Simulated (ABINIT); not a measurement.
# Quasiparticle gap of SiO2 (Stishovite) in ABINIT, part 3 of 3

How does a plane-wave GW calculation on SiO2 (Stishovite) run from the first input to the gap?

ABINIT 10.8.3; PBE and many-body steps on it, plane waves. Known limits of the many-body steps: not at the basis limit; coarse k mesh.

So far. Step 4 (Empty states on the mesh, 4×4×4 mesh, 123 bands): On this mesh the gap is 5.686 eV. Step 5 (Screening, 4×4×4 mesh, 115 bands, screening to 130.6 eV): Local fields lower ε∞ by 7 %. On a Γ-centred mesh this coarse the value itself is usually too large, while a short band sum pulls it down.

## 6. Self-energy, 4×4×4 mesh, 115 bands, screening to 130.6 eV

The self-energy is evaluated for the states that the input lists, and the levels follow from it, in one-shot runs by the linearised quasiparticle equation.

This step: G0W0 on PBE, plane waves, norm-conserving pseudopotentials.

run.abi

```
acell 3*1.0 Angstrom
rprim 
  4.177300000000 0.000000000000 0.000000000000
  0.000000000000 4.177300000000 0.000000000000
  0.000000000000 0.000000000000 2.665200000000
ntypat 2
znucl 14 8
natom 6
typat 1 1 2 2 2 2
xred 
  0.000000000000 0.000000000000 0.000000000000
  0.500000000000 0.500000000000 0.500000000000
  0.305900000000 0.305900000000 0.000000000000
  0.194100000000 0.805900000000 0.500000000000
  0.694100000000 0.694100000000 0.000000000000
  0.805900000000 0.194100000000 0.500000000000
pp_dirpath "pseudos"
pseudos "Si.upf, O.upf"
ecut 36
ngkpt 4 4 4
nshiftk 1
shiftk 0 0 0
kptopt 1
chksymbreak 0
istwfk *1
occopt 1
irdwfk 1
optdriver 4
nband 115
gwcalctyp 0
ecutsigx 36
symsigma 1
nkptgw 18
kptgw 
  0.0000000000 0.0000000000 0.0000000000
  0.2500000000 0.0000000000 0.0000000000
  0.5000000000 0.0000000000 0.0000000000
  0.2500000000 0.2500000000 0.0000000000
  0.5000000000 0.2500000000 0.0000000000
  0.5000000000 0.5000000000 0.0000000000
  0.0000000000 0.0000000000 0.2500000000
  0.2500000000 0.0000000000 0.2500000000
  0.5000000000 0.0000000000 0.2500000000
  0.2500000000 0.2500000000 0.2500000000
  0.5000000000 0.2500000000 0.2500000000
  0.5000000000 0.5000000000 0.2500000000
  0.0000000000 0.0000000000 0.5000000000
  0.2500000000 0.0000000000 0.5000000000
  0.5000000000 0.0000000000 0.5000000000
  0.2500000000 0.2500000000 0.5000000000
  0.5000000000 0.2500000000 0.5000000000
  0.5000000000 0.5000000000 0.5000000000
bdgw 
  5 22
  5 22
  5 22
  5 22
  5 22
  5 22
  5 22
  5 22
  5 22
  5 22
  5 22
  5 22
  5 22
  5 22
  5 22
  5 22
  5 22
  5 22
ecuteps 4.8
irdscr 1
ppmodel 1
indata_prefix "in"
outdata_prefix "out"
tmpdata_prefix "tmp"
```

Run with:

```
OMP_NUM_THREADS=1 mpirun -n 8 abinit run.abi > log
```

Numbers of over 12 decimals in the logs are rounded to 6 here.

The log of the run:

```text
.Version 10.8.3 of ABINIT. v10.8.2 released Aug 2026.

 Symmetries : space group P4_2/m n m (#136); Bravais tP (primitive tetrag.)
[... echo of the input left out ...]
== DATASET  1 ==================================================================
-   mpi_nproc: 8, omp_nthreads: 1 (-1 if OMP is not activated)

--- !DatasetInfo
iteration_state: {dtset: 1, }
dimensions: {natom: 6, nkpt: 18, mband: 115, nsppol: 1, nspinor: 1, nspden: 1, mpw: 3273, }
cutoff_energies: {ecut:  36.0, pawecutdg:  -1.0, }
electrons: {nelect:   3.20000000E+01, charge:   0.00000000E+00, occopt:   1.00000000E+00, tsmear:   1.00000000E-02, }

 SIGMA: Calculation of the GW corrections

 Based on a program developped by R.W. Godby, V. Olevano, G. Onida, and L. Reining.
 Incorporated in ABINIT by V. Olevano, G.-M. Rignanese, and M. Torrent.
.Using double precision arithmetic ; gwpc =  8

[... cell and pseudopotentials left out ...]
--------------------------------------------------------------------------------

 ==== K-mesh for the wavefunctions ====
 Number of points in the irreducible wedge :    18
[... list of points left out ...]
 Together with 16 symmetry operations and time-reversal symmetry
 yields    64 points in the full Brillouin Zone.

 ==== Q-mesh for screening function ====
 Number of points in the irreducible wedge :    18
[... list of points left out ...]
 Together with 16 symmetry operations and time-reversal symmetry
 yields    64 points in the full Brillouin Zone.

 vcoul_init : cutoff-mode = AUXILIARY_FUNCTION
 q-points for optical limit:   1
     1)      0.000010    0.000020    0.000030
 setmesh: FFT mesh size selected  =    48x   48x   30
          total number of points  =        69120

 Number of electrons calculated from density =   32.0000; Expected =   32.0000
 average of density, n =  0.101961
 r_s =    1.3279
 omega_plasma =   30.8015 [eV]

 === KS Band Gaps ===
  >>>> For spin  1
   Minimum direct gap =   5.6861 [eV], located at k-point      :   0.0000  0.0000  0.0000
   Fundamental gap    =   5.6861 [eV], Top of valence bands at :   0.0000  0.0000  0.0000
                                       Bottom of conduction at :   0.0000  0.0000  0.0000
 SIGMA fundamental parameters:
 PLASMON POLE MODEL  1
 number of plane-waves for SigmaX                 3273
 number of plane-waves for SigmaC and W            161
 number of plane-waves for wavefunctions          3273
 number of bands                                   115
 number of independent spin polarizations            1
 number of spinorial components                      1
 number of k-points in IBZ                          18
 number of q-points in IBZ                          18
 number of symmetry operations                      16
 number of k-points in BZ                           64
 number of q-points in BZ                           64
 number of frequencies for dSigma/dE                 9
 frequency step for dSigma/dE [eV]                0.25
 number of omega for Sigma on real axis              0
 max omega for Sigma on real axis  [eV]           0.00
 zcut for avoiding poles [eV]                     0.10

 EPSILON^-1 parameters (SCR file):
 dimension of the eps^-1 matrix on file            161
 dimension of the eps^-1 matrix used               161
 number of plane-waves for wavefunctions          3273
 number of bands                                   115
 number of q-points in IBZ                          18
 number of frequencies                               2
 number of real frequencies                          1
 number of imag frequencies                          1

 matrix elements of self-energy operator (all in [eV])

 Perturbative Calculation

--- !SelfEnergy_ee
iteration_state: {dtset: 1, }
kpoint     : [   0.000,    0.000,    0.000, ]
spin       : 1
KS_gap     :    5.686
QP_gap     :    7.960
Delta_QP_KS:    2.274
data: !SigmaeeData |
     Band     E0 <VxcDFT>   SigX SigC(E0)      Z dSigC/dE  Sig(E)    E-E0       E
        5  -4.035 -16.836 -24.618   5.292   0.792  -0.263 -18.807  -1.971  -6.006
        6   0.406 -17.551 -24.249   4.599   0.817  -0.223 -19.267  -1.716  -1.310
        7   0.406 -17.551 -24.249   4.599   0.817  -0.223 -19.267  -1.716  -1.310
        8   0.602 -16.146 -23.467   4.993   0.812  -0.232 -18.036  -1.890  -1.288
        9   1.449 -18.576 -24.854   4.411   0.823  -0.215 -20.113  -1.537  -0.087
       10   1.719 -19.180 -25.040   4.267   0.824  -0.213 -20.493  -1.312   0.407
       11   3.683 -20.192 -25.765   4.212   0.827  -0.209 -21.318  -1.126   2.558
       12   3.683 -20.192 -25.765   4.212   0.827  -0.209 -21.318  -1.126   2.558
       13   4.320 -20.396 -25.804   4.085   0.829  -0.206 -21.493  -1.097   3.223
       14   5.947 -21.145 -26.683   4.435   0.825  -0.212 -22.055  -0.910   5.036
[...]
--- !SelfEnergy_ee
iteration_state: {dtset: 1, }
kpoint     : [   0.250,    0.000,    0.000, ]
spin       : 1
KS_gap     :    7.013
QP_gap     :    9.534
Delta_QP_KS:    2.521
data: !SigmaeeData |
     Band     E0 <VxcDFT>   SigX SigC(E0)      Z dSigC/dE  Sig(E)    E-E0       E
[...]
--- !SelfEnergy_ee
iteration_state: {dtset: 1, }
kpoint     : [   0.500,    0.000,    0.000, ]
spin       : 1
KS_gap     :    8.860
QP_gap     :   11.576
Delta_QP_KS:    2.716
data: !SigmaeeData |
     Band     E0 <VxcDFT>   SigX SigC(E0)      Z dSigC/dE  Sig(E)    E-E0       E
[...]
--- !SelfEnergy_ee
iteration_state: {dtset: 1, }
kpoint     : [   0.250,    0.250,    0.000, ]
spin       : 1
KS_gap     :    7.641
QP_gap     :   10.217
Delta_QP_KS:    2.576
data: !SigmaeeData |
     Band     E0 <VxcDFT>   SigX SigC(E0)      Z dSigC/dE  Sig(E)    E-E0       E
[...]
--- !SelfEnergy_ee
iteration_state: {dtset: 1, }
kpoint     : [   0.500,    0.250,    0.000, ]
spin       : 1
KS_gap     :    9.061
QP_gap     :   11.806
Delta_QP_KS:    2.745
data: !SigmaeeData |
     Band     E0 <VxcDFT>   SigX SigC(E0)      Z dSigC/dE  Sig(E)    E-E0       E
[...]
--- !SelfEnergy_ee
iteration_state: {dtset: 1, }
kpoint     : [   0.500,    0.500,    0.000, ]
spin       : 1
KS_gap     :    9.757
QP_gap     :   12.672
Delta_QP_KS:    2.915
data: !SigmaeeData |
     Band     E0 <VxcDFT>   SigX SigC(E0)      Z dSigC/dE  Sig(E)    E-E0       E
[...]
--- !SelfEnergy_ee
iteration_state: {dtset: 1, }
kpoint     : [   0.000,    0.000,    0.250, ]
spin       : 1
KS_gap     :    8.320
QP_gap     :   11.196
Delta_QP_KS:    2.876
data: !SigmaeeData |
     Band     E0 <VxcDFT>   SigX SigC(E0)      Z dSigC/dE  Sig(E)    E-E0       E
[...]
--- !SelfEnergy_ee
iteration_state: {dtset: 1, }
kpoint     : [   0.250,    0.000,    0.250, ]
spin       : 1
KS_gap     :    8.776
QP_gap     :   11.642
Delta_QP_KS:    2.866
data: !SigmaeeData |
     Band     E0 <VxcDFT>   SigX SigC(E0)      Z dSigC/dE  Sig(E)    E-E0       E
[...]
--- !SelfEnergy_ee
iteration_state: {dtset: 1, }
kpoint     : [   0.500,    0.000,    0.250, ]
spin       : 1
KS_gap     :   10.538
QP_gap     :   13.632
Delta_QP_KS:    3.094
data: !SigmaeeData |
     Band     E0 <VxcDFT>   SigX SigC(E0)      Z dSigC/dE  Sig(E)    E-E0       E
[...]
--- !SelfEnergy_ee
[...]
kpoint     : [   0.250,    0.250,    0.250, ]
spin       : 1
KS_gap     :    8.873
QP_gap     :   11.711
Delta_QP_KS:    2.839
data: !SigmaeeData |
     Band     E0 <VxcDFT>   SigX SigC(E0)      Z dSigC/dE  Sig(E)    E-E0       E
[...]
--- !SelfEnergy_ee
iteration_state: {dtset: 1, }
kpoint     : [   0.250,    0.000,    0.500, ]
spin       : 1
KS_gap     :   11.280
QP_gap     :   14.515
Delta_QP_KS:    3.235
data: !SigmaeeData |
     Band     E0 <VxcDFT>   SigX SigC(E0)      Z dSigC/dE  Sig(E)    E-E0       E
[...]
--- !SelfEnergy_ee
iteration_state: {dtset: 1, }
kpoint     : [   0.500,    0.000,    0.500, ]
spin       : 1
KS_gap     :   10.576
QP_gap     :   13.637
Delta_QP_KS:    3.061
data: !SigmaeeData |
     Band     E0 <VxcDFT>   SigX SigC(E0)      Z dSigC/dE  Sig(E)    E-E0       E
[...]
--- !SelfEnergy_ee
iteration_state: {dtset: 1, }
kpoint     : [   0.250,    0.250,    0.500, ]
spin       : 1
KS_gap     :    9.896
QP_gap     :   12.916
Delta_QP_KS:    3.020
data: !SigmaeeData |
     Band     E0 <VxcDFT>   SigX SigC(E0)      Z dSigC/dE  Sig(E)    E-E0       E
[...]
--- !SelfEnergy_ee
iteration_state: {dtset: 1, }
kpoint     : [   0.500,    0.250,    0.500, ]
spin       : 1
KS_gap     :    9.399
QP_gap     :   12.213
Delta_QP_KS:    2.814
data: !SigmaeeData |
     Band     E0 <VxcDFT>   SigX SigC(E0)      Z dSigC/dE  Sig(E)    E-E0       E
[...]
--- !SelfEnergy_ee
iteration_state: {dtset: 1, }
kpoint     : [   0.500,    0.500,    0.500, ]
spin       : 1
KS_gap     :    8.790
QP_gap     :   11.572
Delta_QP_KS:    2.783
data: !SigmaeeData |
     Band     E0 <VxcDFT>   SigX SigC(E0)      Z dSigC/dE  Sig(E)    E-E0       E
[...]
18  14.073 -14.802  -8.791  -4.101   0.854  -0.171 -13.170   1.632  15.705
       19  17.925 -13.110  -7.018  -4.435   0.858  -0.166 -11.689   1.421  19.346
       20  17.925 -13.109  -7.018  -4.435   0.858  -0.166 -11.689   1.420  19.345
       21  18.573 -12.111  -5.713  -4.618   0.862  -0.161 -10.578   1.533  20.107
       22  18.573 -12.111  -5.713  -4.618   0.862  -0.161 -10.578   1.533  20.107

 New Fermi energy :        3.646544E-01 Ha ,    9.922752E+00 eV

 === QP Band Gaps ===
  >>>> For spin  1
   Minimum direct gap =   7.9597 [eV], located at k-point      :   0.0000  0.0000  0.0000
   Fundamental gap    =   7.9597 [eV], Top of valence bands at :   0.0000  0.0000  0.0000
                                       Bottom of conduction at :   0.0000  0.0000  0.0000

== END DATASET(S) ==============================================================
================================================================================

 -outvars: echo values of variables after computation  --------
           etotal      0.0000000000E+00
            nband         115
             nkpt          18
          spgroup         136
 [... the other variables as echoed above ...]

 Calculation completed.
```

Elapsed: 3.8 min, on 8 MPI ranks of Arm Neoverse V1, shared host; peak memory 4 GiB.

Numbers from this step:

```yaml
g0w0_gap_on_the_mesh: 7.960 eV
starting_gap_on_the_mesh: 5.686 eV
k_of_the_valence_top: 0, 0, 0
k_of_the_conduction_bottom: 0, 0, 0
z_at_the_valence_top: 0.823
z_at_the_conduction_bottom: 0.85
least_direct_g0w0_gap_on_the_computed_points: 7.960 eV
```

The gap on the mesh goes from 5.69 eV to 7.96 eV, a correction of +2.27 eV.

Limits: finite bands, cutoff and mesh; coarse k mesh. v1 is the top filled band, c1 the lowest empty one. Levels before and after the correction, in eV, zero at the valence-band top of each column:

|  | conduction bottom | valence top |
| --- | --- | --- |
| Kohn-Sham | 5.69 | 0.00 |
| G0W0 | 7.96 | 0.00 |

|  | level | energy (eV) |
| --- | --- | --- |
| Kohn-Sham | Γ v4 | -2.511 |
| Kohn-Sham | Γ v3-v2 | -0.884 |
| Kohn-Sham | Γ v1 | 0.000 |
| Kohn-Sham | Γ c1 | 5.686 |
| Kohn-Sham | Γ c2 | 6.763 |
| Kohn-Sham | Γ c3-c4 | 8.593 |
| G0W0 | Γ v4 | -2.720 |
| G0W0 | Γ v3-v2 | -0.907 |
| G0W0 | Γ v1 | 0.000 |
| G0W0 | Γ c1 | 7.960 |
| G0W0 | Γ c2 | 9.003 |
| G0W0 | Γ c3-c4 | 10.752 |

## 7. Where the time went

Times are wall times on 8 MPI ranks of Arm Neoverse V1, shared host, good to a factor of about two.

| step | time | share | memory (GiB) |
| --- | --- | --- | --- |
| ground state | 23 s | 6 % | 0.58 |
| bands along the symmetry lines | 18 s | 4 % | 0.57 |
| empty states on the mesh | 86 s | 21 % | 4.9 |
| screening | 49 s | 12 % | 2.0 |
| self-energy | 3.8 min | 57 % | 4.0 |

## 8. What came out

* PBE gap: 5.69 eV, direct
* G0W0 gap on the mesh: 7.96 eV
* GW settings: 4×4×4 mesh, 115 bands, screening to 130.6 eV, Godby-Needs plasmon pole
* known limits: not at the basis limit; coarse k mesh

In words: G0W0 moves the gap on the mesh from 5.69 eV to 7.96 eV (+2.27 eV), with Z of 0.82 and 0.85 at the edges. Local fields lower the RPA ε∞ on this mesh from 3.64 to 3.38; a Γ-centred mesh this coarse tends to raise both, most where the direct gap is narrow, while a short band sum lowers them. The dearest step here is «self-energy». Bands and cutoff are finite, so the gap is not at the basis limit. The miss can reach some tenths of an eV and take either sign; the mesh is an error of its own. The 4×4×4 mesh is coarse for this cell, which bears on the long-range parts of exchange and screening.

[Paths, hosts, dates, memory and timing lines, banners, echoed tables and standing remarks are left out of the program output.]

[Logs are printed without paths, hosts, clocks, repeated set-up lines and the standing remarks that a program may print on its own settings, such as how far it seeks lower states.]

[Runs of the session that timed out or met a known fault of the program may be left out.]

[Hosts, paths, dates, database ids (printed as entryN), source tags and the programs' standing remarks are cut or masked in the printed files.]

[G0W0 gaps are taken among the corrected bands and points alone; a level outside them can change the order at an edge.]

[Where Ansatz stands beside ABINIT at settings called matched, ABINIT's density can come from a denser mesh and the files from another edition; pairs whose starting gaps differed by over 0.03 eV were left out, so agreement reads better than it is.]
